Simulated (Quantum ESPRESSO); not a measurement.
## Fixed-spin-moment curve of CrBr2

How stiff is the total moment of CrBr2, and does E(M) have further minima?

Calculated with Quantum ESPRESSO 7.5; PBEsol; plane waves with GBRV 1.5 PBEsol potentials, no spin-orbit coupling.

Most raw output is cut from this account.

## (1) Set-up

Symmetry: C2/m, No. 12, monoclinic system. The conventional cell has a = 7.489 Å, b = 3.662 Å, c = 6.507 Å, α = 90.00°, β = 96.41°, γ = 90.00°. Nearest to Cr lie 6 Br at 2.55 to 3.20 Å. Br has 3 Cr at 2.55 to 3.20 Å nearest. Farther neighbours and most contacts between anions are not listed.

The cell comes from Materials Project 2023-11-01, a database of computed structures, and need not be the stable phase.

## (2) The free run

File pw.in:

```
&CONTROL
  calculation = 'scf'
  prefix = 'pwscf'
  outdir = './tmp'
  pseudo_dir = './pseudo'
  disk_io = 'nowf'
/
&SYSTEM
  ibrav = 0
  celldm(1) = 8
  nat = 3
  ntyp = 2
  ecutwfc = 40
  ecutrho = 280
  nbnd = 23
  occupations = 'smearing'
  smearing = 'fd'
  degauss = 0.00999582
  nspin = 2
  starting_magnetization(1) = 0.2143
  starting_magnetization(2) = 0
/
&ELECTRONS
  conv_thr = 6d-09
  electron_maxstep = 150
  mixing_beta = 0.3
/
ATOMIC_SPECIES
Cr     51.9961 cr_pbesol_v1.5.uspp.F.UPF
Br     79.9040 br_pbesol_v1.4.uspp.F.UPF
CELL_PARAMETERS alat
   0.8845498546720   -0.4325240586408    0.0000000000000
   0.8845498546720    0.4325240586408    0.0000000000000
  -0.1716927205632    0.0000000000000    1.5273583845774
ATOMIC_POSITIONS crystal
Cr      0.0000000000    0.0000000000    0.0000000000
Br      0.6457740000    0.6457740000    0.2332280000
Br      0.3542260000    0.3542260000    0.7667720000
K_POINTS automatic
6 6 6 0 0 0
```

Started as:

```console
OMP_NUM_THREADS=1 mpirun -n 2 pw.x -nk 2 -in pw.in > pw.out
```

Wall time 92 s (2 MPI ranks of Arm Neoverse V1, shared host); peak memory 0.41 GiB.

Spin moment in the atom's sphere by atom:

| atom | spin moment in the atom's sphere (μB) |
| --- | --- |
| Cr1 | 3.51 |
| Br2 | -0.02 |
| Br3 | -0.02 |

This step gave:

- smearing term TS: 0.04270 eV
- magnetization: 4 μB
- absolute magnetization: 4.207 μB
- final state: ferromagnetic

## (3) Moment fixed at 0 μB

The two spin channels are filled to separate Fermi energies, so that the total moment meets the target. Half of the up one less the down one is the slope dE/dM.

pw.in, as its differences from that of step 2:

```diff
@@ -14,3 +14,3 @@
   ecutrho = 280
-  nbnd = 23
+  nbnd = 24
   occupations = 'smearing'
@@ -19,4 +19,5 @@
   nspin = 2
-  starting_magnetization(1) = 0.2143
+  starting_magnetization(1) = 0.0107
   starting_magnetization(2) = 0
+  tot_magnetization = 0
 /
```

The job ended after 2.9 min (2 MPI ranks; peak memory 0.43 GiB).

This step gave:

| Item | Value |
| --- | --- |
| magnetization | 0 μB |
| absolute magnetization | 0 μB |
| half the difference of the two Fermi energies | 0 meV |
| largest moment | 0 μB |

## (4) Moment fixed at 0.675 μB

pw.in, as its differences from that of step 3:

```diff
@@ -19,5 +19,5 @@
   nspin = 2
-  starting_magnetization(1) = 0.0107
+  starting_magnetization(1) = 0.0482
   starting_magnetization(2) = 0
-  tot_magnetization = 0
+  tot_magnetization = 0.675
 /
```

Run time: 12 min. Hardware: 2 MPI ranks; peak memory 0.43 GiB.

Residual by cycle:

cycle, log10 residual and a bar from the least value:
```
        1        0.5 ##############################
       12       -2.7 ###
       23       -3.1 
       34       -2.9 ##
       45       -2.9 ##
       56       -2.9 ##
       66       -2.9 ##
       77       -2.6 #####
       88       -1.9 ##########
       99       -2.9 ##
      110       -2.3 ######
      121       -2.6 ####
```

The run was cut off at its time limit.

After 121 cycles the residual stands at 0.0024.

## (5) Moment fixed at 1.35 μB

pw.in, as its differences from that of step 4:

```diff
@@ -14,3 +14,3 @@
   ecutrho = 280
-  nbnd = 24
+  nbnd = 25
   occupations = 'smearing'
@@ -19,5 +19,5 @@
   nspin = 2
-  starting_magnetization(1) = 0.0482
+  starting_magnetization(1) = 0.0964
   starting_magnetization(2) = 0
-  tot_magnetization = 0.675
+  tot_magnetization = 1.35
 /
```

Wall time 12 min (2 MPI ranks); peak memory 0.43 GiB.

Residual by cycle:

cycle, log10 residual and a bar from the least value:
```
        1        0.5 ##############################
       11       -2.2 ########
       20       -2.3 #######
       30       -2.3 ########
       40       -2.0 #########
       50       -2.4 ######
       59       -2.5 ######
       69       -3.2 
       79       -3.0 ##
       89       -1.6 #############
       98       -2.8 ###
      108       -3.2
```

The run was cut off at its time limit.

After 108 cycles the residual stands at 6.5e-4.

## (6) An input with a fault

As a test, an input with a fault in it is run.

File pw.in:

```
&CONTROL
  calculation = 'scf'
  prefix = 'pwscf'
  outdir = './tmp'
  pseudo_dir = './pseudo'
  disk_io = 'nowf'
/
&SYSTEM
  ibrav = 0
  nat = 3
  ntyp = 2
  ecutwfc = 40
  ecutrho = 60
  nbnd = 23
  occupations = 'smearing'
  smearing = 'fd'
  degauss = 0.00999582
  nspin = 2
  starting_magnetization(1) = 0.2143
  starting_magnetization(2) = 0
/
&ELECTRONS
  conv_thr = 6d-09
  electron_maxstep = 100
  mixing_beta = 0.3
/
ATOMIC_SPECIES
Cr     51.9961 cr_pbesol_v1.5.uspp.F.UPF
Br     79.9040 br_pbesol_v1.4.uspp.F.UPF
CELL_PARAMETERS angstrom
   3.7446690000   -1.8310550000    0.0000000000
   3.7446690000    1.8310550000    0.0000000000
  -0.7268470000    0.0000000000    6.4659460000
ATOMIC_POSITIONS crystal
Cr      0.0000000000    0.0000000000    0.0000000000
Br      0.6457740000    0.6457740000    0.2332280000
Br      0.3542260000    0.3542260000    0.7667720000
K_POINTS automatic
6 6 6 0 0 0
```

Wall time 56 s (2 MPI ranks); peak memory 0.25 GiB.

The run converged, but its input is faulty, so its numbers are not to be trusted.

The fault in the input: a density cutoff far too low.

Side by side:

| quantity | this run | same start on sound input | difference |
| --- | --- | --- | --- |
| largest moment (μB) | 3.4733 | 3.5094 | -0.0362 |
| absolute magnetization (μB) | 4.328 | 4.207 | 0.121 |

## (7) The curve

The runs not shown differ in the target, the start and the number of states alone. The point at 4.00 μB is the free run, entered with slope zero.

The energy over the lowest by total spin moment:

| total spin moment (μB a cell) | energy over the lowest (meV a cell) |
| --- | --- |
| 0.00 | 2093 |
| 2.02 | 1292 |
| 2.70 | 930 |
| 3.38 | 426 |
| 4.00 | 0 |
| 4.05 | 54.9 |
| 4.72 | 1084 |
| 5.40 | 2423 |

The dE/dM by total spin moment:

| total spin moment (μB a cell) | dE/dM (meV/μB) |
| --- | --- |
| 0.00 | 0.0148 |
| 2.02 | -459 |
| 2.70 | -665 |
| 3.38 | -777 |
| 4.00 | 0 |
| 4.05 | 1185 |
| 4.72 | 1769 |
| 5.40 | 2202 |

Largest site moment against total spin moment:

| total spin moment (μB a cell) | largest site moment (μB) |
| --- | --- |
| 0.00 | 1.5e-5 |
| 2.02 | 1.86 |
| 2.70 | 2.47 |
| 3.38 | 3.04 |
| 4.00 | 3.51 |
| 4.05 | 3.52 |
| 4.72 | 3.69 |
| 5.40 | 3.86 |

## (8) Results

- moment of the free run: 4.00 μB a cell
- energy at zero total moment: 2093 meV a cell over the lowest

**Reading.** At zero total moment the site moments vanish, so the 2093 meV a cell is the energy of forming them. The points show one minimum alone. The free run has a whole-number moment, and the slope goes from -777 to 1185 meV/μB between its neighbours: a kink, as where a spin channel has a gap, so no stiffness is given. No converged point was had at 0.675 and 1.35 μB. The cell holds one seeded atom, so opposed orders, which may lie lower, cannot form in it. Energies are free energies at an electronic temperature of 1580 K, which lowers moments and differences where the moments are itinerant. No Hubbard term acts here. In such compounds local and semilocal functionals without one often delocalise the d electrons, and can shrink or lose moments and miss the size, sign and order of the couplings. The smearing term is large for its width, so states at the Fermi level are partly filled: at this level the cell is a metal or has a gap of a few widths at most. By charge balance Cr is d4; such ions mostly distort their surroundings (Jahn–Teller), and their compounds are mostly insulators, which a run without U in an unrelaxed cell can miss.

[Logs and program files are shortened in this print: banners, set-up blocks, solver, clock and traceback lines can be left out without a mark of their own.]

[Logs are printed without paths, hosts, clocks, repeated set-up lines and the standing remarks that a program may print on its own settings, such as how far it seeks lower states.]

[Hosts, paths, dates, database ids (printed as entryN), source tags and the programs' standing remarks are cut or masked in the printed files.]

[Where a cell is said to come from a database of computed structures, the database is the Materials Project.]
